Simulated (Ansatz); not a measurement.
# What SnTe2 (model cell, started as rutile) distorts into, part 2 of 2

Which phase does SnTe2 (model cell, started as rutile) fall into along its unstable mode, and how much energy does it gain?

Ansatz 0.2.0; DFT PBE, scalar-relativistic, plane waves, PAW.

So far, highest frequency on the path or at a solved wavevector (cm⁻¹): step 2 (the dispersion) 137. Also lowest frequency on the path (cm⁻¹): step 2 -63.9.

The structure was built from a prototype and need not be the compound's stable phase.

**4. The mode frozen in, largest atomic shift 0.45 Å**

The atoms are moved along the unstable eigenvector, the largest shift by 0.45 Å, with the cell fixed.

input.yaml reads:

```yaml
crystal:
  lattice:
    - [0.0, 0.0, -4.4240602484]
    - [-7.0577214653, -7.0577214653, 0.0]
    - [-7.0577214653, 7.0577214653, 0.0]
  atoms:
    - { symbol: Sn, position: [0.0, 0.5284370742, 0.4994636909] }
    - { symbol: Sn, position: [0.0, 0.9715629258, 1.0005363091] }
    - { symbol: Sn, position: [0.5, 0.9994636909, 0.4715629258] }
    - { symbol: Sn, position: [0.5, 0.5005363091, 0.0284370742] }
    - { symbol: Te, position: [0.0, 0.200357894, 0.5450197133] }
    - { symbol: Te, position: [0.0, 0.6955034869, -0.0450197133] }
    - { symbol: Te, position: [0.0, 0.8044965131, 0.5450197133] }
    - { symbol: Te, position: [0.0, 0.299642106, -0.0450197133] }
    - { symbol: Te, position: [0.5, 0.0450197133, 0.1955034869] }
    - { symbol: Te, position: [0.5, 0.4549802867, 0.700357894] }
    - { symbol: Te, position: [0.5, 0.0450197133, 0.799642106] }
    - { symbol: Te, position: [0.5, 0.4549802867, 0.3044965131] }
kpoints:
  mp_grid: { grid: [8, 4, 4] }
hamiltonian:
  xc: pbe
scf:
  occupations: { method: methfessel_paxton, width: 0.2 }
output:
  forces: true
  stress: true
  eigenvalues: true
```

Command:

```
> ansatz run input.yaml --threads 4 --pin off --max-ram 14336MiB --backend cpu --events-out ev --progress --plain --runs-dir out
```

Numbers of over 12 decimals in the logs are rounded to 6 here.

The program printed:

```text
[...]
Crystal: 12 atoms, lattice volume = 440.738 Å³
Basis set: ecut = 420 eV, 8627 PW (Γ), exchange–correlation on 60×144×144 points (8 copies of the dense FFT grid, shifted against one another)
Bands: 111, of which v1, the nominal top of the filled ones, is band 92 counted from 1 (91 counted from 0)
Symmetry: 8 space group operations
[...]
k-points: 30 of 128
[...]
k-point 0: bands = [... 88 lower, 6.3653, 6.4110, 6.4110, 6.5495, 6.7835, 7.4227, 7.4227, 7.4900, ... 15 higher]
  k-point 1: bands = [... 88 lower, 6.3804, 6.4402, 6.5638, 6.6219, 6.8086, 7.2947, 7.4845, 7.6425, ... 15 higher]
  k-point 2: bands = [... 88 lower, 6.4142, 6.4766, 6.5761, 6.7674, 6.8704, 7.1764, 7.5471, 7.7765, ... 15 higher]
  k-point 29: bands = [... 88 lower, 6.4150, 6.4150, 6.7976, 6.7976, 7.5418, 7.5418, 7.6300, 7.6300, ... 15 higher]
[key lines of the parts left out:]
SCF converged after 7 iterations
Free energy (F): -79935.945834 eV
Fermi energy:    6.973509 eV
P = ⅓ Tr σ = -0.5144 GPa (-5.144 kbar)
```

Wall time 18 s (4 threads of Arm Neoverse V2, shared host); peak memory 1.9 GiB.

This step gave:

```yaml
pressure: -0.5144 GPa
energy_from_the_undistorted_cell: -40.89 meV/atom
```

The energy, extrapolated to zero smearing, is -40.89 meV/atom against the undistorted cell.

The run ends at a pressure of -0.51 GPa, with forces up to 0.67 eV/Å.

**5. Energy along the mode, all amplitudes (two of the runs are shown above)**

An imaginary frequency means negative curvature, so the energy should fall and then rise again as anharmonic terms take over.

Numbers from this step:

```
depth at the lowest point sampled  : 40.89 meV/atom
largest atomic shift at that point : 0.45 Å
```

Energy from the parent against largest atomic shift:

```
largest atomic shift (Å)  energy from the parent (meV/atom)
                   0.000                                  0
                   0.040                              -1.25
                   0.080                              -4.74
                   0.140                              -12.9
                   0.220                              -25.8
                   0.320                              -39.2
                   0.450                              -40.9
                   0.600                              -10.8
```

Displacement at unit largest shift by atom:

| atom | x (Å) | y (Å) | z (Å) | size |
| --- | --- | --- | --- | --- |
| Sn1 | -0.438 | -0.454 | 0.000 | 0.631 |
| Sn2 | 0.438 | 0.454 | 0.000 | 0.631 |
| Sn3 | 0.454 | -0.438 | 0.000 | 0.631 |
| Sn4 | -0.454 | 0.438 | 0.000 | 0.631 |
| Te5 | -0.744 | 0.668 | 0.000 | 1.000 |
| Te6 | 0.744 | -0.668 | 0.000 | 1.000 |
| Te7 | -0.744 | 0.668 | 0.000 | 1.000 |
| Te8 | 0.744 | -0.668 | 0.000 | 1.000 |
| Te9 | -0.668 | -0.744 | 0.000 | 1.000 |
| Te10 | 0.668 | 0.744 | 0.000 | 1.000 |
| Te11 | -0.668 | -0.744 | 0.000 | 1.000 |
| Te12 | 0.668 | 0.744 | 0.000 | 1.000 |

The lowest of the steps tried is at 0.45 Å, 40.9 meV/atom below the parent; the bottom of the well need not coincide with a step.

**6. Relaxation from the frozen mode**

Starting from the lowest point found, all atoms and the cell are let go, so that strain and other modes of the same symmetry can join in.

Edit input.yaml of step 4 so:

```diff
@@ -28 +28,6 @@
   eigenvalues: true
+relax:
+  adjacent_minimum: "off"
+  f_tol: 0.002
+  max_steps: 120
+  cell: { stress_tol: 0.03 }
```

The program printed:

```text
[...]
Crystal: 12 atoms, lattice volume = 440.738 Å³
Basis set: ecut = 420 eV, 8627 PW (Γ), exchange–correlation on 60×144×144 points (8 copies of the dense FFT grid, shifted against one another)
Bands: 111, of which v1, the nominal top of the filled ones, is band 92 counted from 1 (91 counted from 0)
Symmetry: 8 space group operations
[...]
k-points: 30 of 128
[...]
SCF iter   1: F=—  HF=-79935.970356 eV  |F-HF|=—  |Δ(HF+E_count)|=         —  Δρ=3.18e-3  dr2=1.83e-1  ethr=1.77e-3  ⟨swp⟩=7.1  Hψ=13110  notcnv=0
[...]
SCF iter   7: F=-79935.945834 eV  HF=-79935.945834 eV  |F-HF|=1.41e-8  |Δ(HF+E_count)|=   2.16e-7  S|Δr|=    0.00e0  Δρ=3.20e-6  dr2=4.44e-8  ethr=5.43e-11  ⟨swp⟩=12.6  Hψ=17272  notcnv=0
SCF 1 converged in 7 iterations: F = -79935.945834 eV  dr2 = 4.44e-8
[...]
relax step   1: F+E_penalty+E_count = -79935.94583408 eV  Δ(F+E_penalty+E_count) = +0.000e0 eV  max|allowed force component| = 5.310e-1 eV/Å  Δτ_max = 0.0000 Å  P = -0.514 GPa  Ω = 440.738 Å³  (7 SCF iters, dr2 threshold 1.00e-7 eV, accepted)
Crystal: 12 atoms, lattice volume = 430.638 Å³
Basis set: ecut = 420 eV, 8435 PW (Γ), exchange–correlation on 60×144×144 points (8 copies of the dense FFT grid, shifted against one another)
[...]
SCF iter   6: F=-79936.173881 eV  HF=-79936.173881 eV  |F-HF|=2.77e-7  |Δ(HF+E_count)|=   3.24e-6  S|Δr|=    0.00e0  Δρ=1.34e-5  dr2=6.89e-7  ethr=6.52e-10  ⟨swp⟩=9.2  Hψ=15811  notcnv=0
SCF 2 converged in 6 iterations: F = -79936.173881 eV  dr2 = 6.89e-7
[...]
relax step   2: F+E_penalty+E_count = -79936.17388098 eV  Δ(F+E_penalty+E_count) = -2.280e-1 eV  max|allowed force component| = 2.015e-1 eV/Å  Δτ_max = 0.1733 Å  P = +0.406 GPa  Ω = 430.638 Å³  energy of the carried Pulay correction = +1.630e-3 eV  (6 SCF iters, dr2 threshold 1.20e-6 eV, accepted)
Crystal: 12 atoms, lattice volume = 436.635 Å³
Basis set: ecut = 420 eV, 8547 PW (Γ), exchange–correlation on 60×144×144 points (8 copies of the dense FFT grid, shifted against one another)
[...]
SCF iter   6: F=-79936.230293 eV  HF=-79936.230293 eV  |F-HF|=7.33e-8  |Δ(HF+E_count)|=   1.39e-7  S|Δr|=    0.00e0  Δρ=6.88e-6  dr2=2.06e-7  ethr=6.52e-10  ⟨swp⟩=8.9  Hψ=15415  notcnv=0
SCF 3 converged in 6 iterations: F = -79936.230293 eV  dr2 = 2.06e-7
relax step   3: F+E_penalty+E_count = -79936.23029280 eV  Δ(F+E_penalty+E_count) = -5.641e-2 eV  max|allowed force component| = 1.383e-1 eV/Å  Δτ_max = 0.0791 Å  P = +0.015 GPa  Ω = 436.635 Å³  energy of the carried Pulay correction = +6.576e-4 eV  (6 SCF iters, dr2 threshold 1.20e-6 eV, accepted)
[... from here on, the SCF cycles and remarks between the steps are left out ...]
relax step   4: F+E_penalty+E_count = -79936.34059329 eV  Δ(F+E_penalty+E_count) = -1.103e-1 eV  max|allowed force component| = 1.473e-1 eV/Å  Δτ_max = 0.1280 Å  P = +0.120 GPa  Ω = 441.770 Å³  energy of the carried Pulay correction = -1.646e-4 eV  (6 SCF iters, dr2 threshold 1.20e-6 eV, accepted)
relax step   5: F+E_penalty+E_count = -79936.46151571 eV  Δ(F+E_penalty+E_count) = -1.209e-1 eV  max|allowed force component| = 1.962e-1 eV/Å  Δτ_max = 0.1950 Å  P = +0.432 GPa  Ω = 448.354 Å³  energy of the carried Pulay correction = -1.205e-3 eV  (6 SCF iters, dr2 threshold 1.20e-6 eV, accepted)
relax step   6: F+E_penalty+E_count = -79936.52498286 eV  Δ(F+E_penalty+E_count) = -6.347e-2 eV  max|allowed force component| = 1.991e-1 eV/Å  Δτ_max = 0.1521 Å  P = -0.298 GPa  Ω = 464.496 Å³  energy of the carried Pulay correction = -3.691e-3 eV  (7 SCF iters, dr2 threshold 1.20e-6 eV, accepted)
relax step   7: F+E_penalty+E_count = -79936.35500947 eV  Δ(F+E_penalty+E_count) = +1.700e-1 eV  max|allowed force component| = 2.473e-1 eV/Å  Δτ_max = 0.1905 Å  P = +1.091 GPa  Ω = 446.010 Å³  energy of the carried Pulay correction = -8.362e-4 eV  (6 SCF iters, dr2 threshold 1.20e-6 eV, rejected (line search))
relax step   8: F+E_penalty+E_count = -79936.55157243 eV  Δ(F+E_penalty+E_count) = -2.659e-2 eV  max|allowed force component| = 1.020e-1 eV/Å  Δτ_max = 0.0917 Å  P = -0.033 GPa  Ω = 464.842 Å³  energy of the carried Pulay correction = -3.744e-3 eV  (11 SCF iters, accepted)
relax step   9: F+E_penalty+E_count = -79936.56267233 eV  Δ(F+E_penalty+E_count) = -1.110e-2 eV  max|allowed force component| = 1.921e-2 eV/Å  Δτ_max = 0.0488 Å  P = -0.049 GPa  Ω = 467.426 Å³  energy of the carried Pulay correction = -4.133e-3 eV  (6 SCF iters, dr2 threshold 6.50e-7 eV, accepted)
relax step  10: F+E_penalty+E_count = -79936.56755419 eV  Δ(F+E_penalty+E_count) = -4.882e-3 eV  max|allowed force component| = 5.468e-2 eV/Å  Δτ_max = 0.1022 Å  P = +0.286 GPa  Ω = 465.263 Å³  energy of the carried Pulay correction = -3.807e-3 eV  (8 SCF iters, dr2 threshold 2.31e-8 eV, accepted)
relax step  11: F+E_penalty+E_count = -79936.57265150 eV  Δ(F+E_penalty+E_count) = -5.097e-3 eV  max|allowed force component| = 3.156e-2 eV/Å  Δτ_max = 0.0364 Å  P = +0.088 GPa  Ω = 468.101 Å³  energy of the carried Pulay correction = -4.235e-3 eV  (6 SCF iters, dr2 threshold 2.90e-7 eV, accepted)
relax step  12: F+E_penalty+E_count = -79936.57424669 eV  Δ(F+E_penalty+E_count) = -1.595e-3 eV  max|allowed force component| = 1.104e-2 eV/Å  Δτ_max = 0.0230 Å  P = -0.020 GPa  Ω = 469.757 Å³  energy of the carried Pulay correction = -4.483e-3 eV  (6 SCF iters, dr2 threshold 6.23e-8 eV, accepted)
relax step  13: F+E_penalty+E_count = -79936.57487757 eV  Δ(F+E_penalty+E_count) = -6.309e-4 eV  max|allowed force component| = 8.839e-3 eV/Å  Δτ_max = 0.0270 Å  P = +0.012 GPa  Ω = 469.611 Å³  energy of the carried Pulay correction = -4.461e-3 eV  (7 SCF iters, dr2 threshold 7.62e-9 eV, accepted)
relax step  14: F+E_penalty+E_count = -79936.57532907 eV  Δ(F+E_penalty+E_count) = -4.515e-4 eV  max|allowed force component| = 4.142e-3 eV/Å  Δτ_max = 0.0364 Å  P = -0.009 GPa  Ω = 469.993 Å³  energy of the carried Pulay correction = -4.518e-3 eV  (7 SCF iters, dr2 threshold 4.88e-9 eV, accepted)
relax step  15: F+E_penalty+E_count = -79936.57532494 eV  Δ(F+E_penalty+E_count) = +4.121e-6 eV  max|allowed force component| = 2.923e-3 eV/Å  Δτ_max = 0.0070 Å  P = -0.008 GPa  Ω = 470.263 Å³  energy of the carried Pulay correction = -4.558e-3 eV  (6 SCF iters, dr2 threshold 1.07e-9 eV, accepted)
relax step  16: F+E_penalty+E_count = -79936.57534719 eV  Δ(F+E_penalty+E_count) = -2.225e-5 eV  max|allowed force component| = 1.722e-3 eV/Å  Δτ_max = 0.0037 Å  P = +0.004 GPa  Ω = 470.174 Å³  energy of the carried Pulay correction = -4.545e-3 eV  (6 SCF iters, dr2 threshold 5.34e-10 eV, accepted)
[...]
SCF iter   8: F=-79936.579749 eV  HF=-79936.579749 eV  |F-HF|=1.46e-11  |Δ(HF+E_count)|=  1.60e-10  S|Δr|=    0.00e0  Δρ=2.56e-8  dr2=3.99e-12  ethr=1.00e-12  ⟨swp⟩=6.2  Hψ=11712  notcnv=0
SCF 17 converged in 8 iterations: F = -79936.579749 eV  dr2 = 3.99e-12
relax step  17: F+E_penalty+E_count = -79936.57974922 eV  Δ(F+E_penalty+E_count) = -4.402e-3 eV  max|allowed force component| = 1.820e-3 eV/Å  Δτ_max = 0.0000 Å  P = +0.000 GPa  Ω = 470.174 Å³  stress off target by 3.37e-3 GPa  SCF on the basis re-selected at this cell (its energy is not comparable with the rows above)  (8 SCF iters)
basis re-selected at this cell: Δ(F+E_penalty+E_count) = -4.402e-3 eV, ΔP = -0.003 GPa vs the last step (what re-selecting the basis moved, of the pressure what is left beyond the Pulay correction that the steps carried, after the strain that the cell walked since its last selection, with what the two solves' SCF thresholds leave and, on support functions, any second-order correction that the steps lacked; it is no m [...]
SCF converged after 8 iterations
[...]
Free energy (F): -79936.579749 eV
[...]
Internal energy: -79936.580432 eV  (E = F + TS)
E sigma→0 (E₀):  -79936.579920 eV
Entropy (-TS):   0.000683 eV (0.057 meV/atom)
Fermi energy:    6.439904 eV
[...]
--- Forces (eV/Å), atoms counted from 1 ---
  atom   1  Sn     0.00052265     0.00182002     0.00000000
  atom   2  Sn    -0.00052265    -0.00182002    -0.00000000
  atom   3  Sn    -0.00182002     0.00052265    -0.00000000
  atom   4  Sn     0.00182002    -0.00052265     0.00000000
  atom   5  Te     0.00014216    -0.00007792     0.00000000
  atom   6  Te     0.00024301     0.00049110     0.00000000
  atom   7  Te    -0.00024301    -0.00049110    -0.00000000
  atom   8  Te    -0.00014216     0.00007792    -0.00000000
  atom   9  Te     0.00049110    -0.00024301    -0.00000000
  atom  10  Te    -0.00007792    -0.00014216    -0.00000000
  atom  11  Te     0.00007792     0.00014216     0.00000000
  atom  12  Te    -0.00049110     0.00024301     0.00000000
  max |Σ_I F_I| component: 5.85e-18 eV/Å
--- Stress (GPa, compression-positive) ---
        0.001965       0.000000       0.000000
       -0.000000       0.001965       0.000000
        0.000000       0.000000      -0.003370
  P = ⅓ Tr σ = 0.0002 GPa (0.002 kbar)
--- Band table (eV; the first three rows and the last of 30) ---
  k-point 0: bands = [... 88 lower, 5.5728, 5.7585, 5.7585, 6.0203, 6.5086, 6.5086, 6.9044, 7.1001, ... 15 higher]
  k-point 1: bands = [... 88 lower, 5.7102, 5.7435, 5.7574, 6.1660, 6.4707, 6.5967, 6.9144, 7.1529, ... 15 higher]
  k-point 2: bands = [... 88 lower, 5.7247, 5.7455, 5.7576, 6.2918, 6.4347, 6.7012, 6.9063, 7.2116, ... 15 higher]
  k-point 29: bands = [... 88 lower, 5.5269, 5.5269, 5.8735, 5.8735, 6.8379, 6.8379, 6.8834, 6.8834, ... 15 higher]
--- Relaxed structure (16 steps of the walk, 15 accepted, 1 SCFs on fresh bases) ---
  F+E_penalty+E_count = -79936.57974922 eV   max|allowed force component| = 1.820e-3 eV/Å   (the final SCF, on the basis selected at the relaxed cell)
  cell:  # Å, volume = 470.1745 Å³
    - [0, 0, -4.276154]
    - [-7.414602, -7.414602, 0]
    - [-7.414602, 7.414602, 0]
  atoms:
    - { symbol: Sn, position: [0, 0.525317, 0.482002] }
    - { symbol: Sn, position: [0, 0.974683, 1.017998] }
    - { symbol: Sn, position: [0.500000, 0.982002, 0.474683] }
    - { symbol: Sn, position: [0.500000, 0.517998, 0.025317] }
    - { symbol: Te, position: [0, 0.136575, 0.595911] }
    - { symbol: Te, position: [0, 0.707489, -0.045290] }
    - { symbol: Te, position: [0, 0.792511, 0.545290] }
    - { symbol: Te, position: [0, 0.363425, -0.095911] }
    - { symbol: Te, position: [0.500000, 0.045290, 0.207489] }
    - { symbol: Te, position: [0.500000, 0.404089, 0.636575] }
    - { symbol: Te, position: [0.500000, 0.095911, 0.863425] }
    - { symbol: Te, position: [0.500000, 0.454710, 0.292511] }
```

It took 7.2 min on 4 threads; peak memory 2.1 GiB; 29 min of CPU time.

The steps of the relaxation:

```csv
step,energy less that of the first step (eV),largest force component (eV/Å),pressure (GPa),volume (Å³)
1,0.0000,0.5310,-0.51,440.74
2,-0.2280,0.2015,0.41,430.64
3,-0.2845,0.1383,0.02,436.63
4,-0.3948,0.1473,0.12,441.77
5,-0.5157,0.1962,0.43,448.35
6,-0.5791,0.1991,-0.30,464.50
7,-0.4092,0.2473,1.09,446.01
8,-0.6057,0.1020,-0.03,464.84
9,-0.6168,0.0192,-0.05,467.43
10,-0.6217,0.0547,0.29,465.26
11,-0.6268,0.0316,0.09,468.10
12,-0.6284,0.0110,-0.02,469.76
13,-0.6290,0.0088,0.01,469.61
14,-0.6295,0.0041,-0.01,469.99
15,-0.6295,0.0029,-0.01,470.26
16,-0.6295,0.0017,0.00,470.17
17*,-0.6339,0.0018,0.00,470.17
```

Relaxation steps marked * repeat the geometry before them on a plane-wave basis chosen anew for their cell, so energy and pressure can jump there. Relaxation step 7 was tried and not accepted.

Forces are held to the 8 operations that the run works with; a distortion that breaks them can't arise in this run.

```
     cell as run  before   after  change
           a (Å)   4.424   4.276  -3.3 %
           b (Å)   9.981  10.486  +5.1 %
           c (Å)   9.981  10.486  +5.1 %
volume (Å³/atom)   36.73   39.18  +6.7 %
```

The atoms that moved most (Å, as changes of fractional coordinates times the final cell):

```
atom      dx      dy     dz  length
Te10   0.850  -0.096  0.000   0.856
 Te8  -0.096  -0.850  0.000   0.856
 Te5   0.096   0.850  0.000   0.856
Te11  -0.850   0.096  0.000   0.856
 Sn2  -0.153   0.106  0.000   0.186
 Sn4  -0.106  -0.153  0.000   0.186
 Sn1   0.153  -0.106  0.000   0.186
 Sn3   0.106   0.153  0.000   0.186
```

Final coordinates:

```xyz
12
Lattice="0.0000 0.0000 -4.2762 -7.4146 -7.4146 0.0000 -7.4146 7.4146 0.0000" Properties=species:S:1:pos:R:3 pbc="T T T"
Sn   -7.4689   -0.3212    0.0000
Sn  -14.7749    0.3212    0.0000
Sn  -10.8007   -3.7616   -2.1381
Sn   -4.0285   -3.6530   -2.1381
Te   -5.4311    3.4058    0.0000
Te   -4.9099   -5.5816    0.0000
Te   -9.9193   -1.8330    0.0000
Te   -1.9835   -3.4058    0.0000
Te   -1.8743    1.2026   -2.1381
Te   -7.7161    1.7238   -2.1381
Te   -7.1131    5.6908   -2.1381
Te   -5.5403   -1.2026   -2.1381
```

This step gave:

| Quantity | Value |
| --- | --- |
| pressure | 1.87e-4 GPa |
| volume per atom | 39.18 Å³ |

The distorted start has space group P4_2/m; the relaxation ends in P4_2/m.

**7. Results**

| Quantity | Value |
| --- | --- |
| unstable mode of the parent | q = (-0.5, -0.5, 0), 64i cm⁻¹ |
| depth at the lowest point sampled | 40.9 meV/atom |
| largest atomic shift at that point | 0.45 Å |
| space group reached (within 0.01 Å) | P4_2/m |
| energy gained over the parent (first relaxation, on the mesh of the frozen mode) | 93.3 meV/atom |
| volume per atom, phase reached | 39.2 Å³ |

What this shows: Along this mode the structure falls into P4_2/m, 93.3 meV/atom below the parent. At the parent's cell the well is 40.89 meV/atom deep on the steps tried, with its lowest point at a shift of 0.45 Å. Relaxing atoms and cell changes the gain by +52.43 meV/atom against the lowest step (energies at zero smearing). The modes of the phase reached were not computed on this path. Of the 2 patterns followed to their end from this parent, this one ends 23.3 meV/atom above the lowest, Pmma. Each path keeps the symmetry of its pattern, so a lower phase may lie along a pattern not tried. The q mesh stands for a supercell only 8.8 Å across, so branches between the solved wavevectors are rough. With no gap, or one that is small against the smearing, the frequencies hang on the k mesh and the smearing, most of all near Kohn anomalies. A semilocal functional can close a gap that the real compound would have, so the metallic treatment may be an artefact of the level. Spin-orbit coupling is left out, which can matter for the heavy elements here. A phonon run warned that its eigensolver left some bands unconverged in a pass. The starting cell was built on a prototype and not taken from a measurement, so the phase need not exist.

[Logs are printed without paths, hosts, clocks, repeated set-up lines and the standing remarks that a program may print on its own settings, such as how far it seeks lower states.]

[Hosts, paths, dates, database ids (printed as entryN), source tags and the programs' standing remarks are cut or masked in the printed files.]
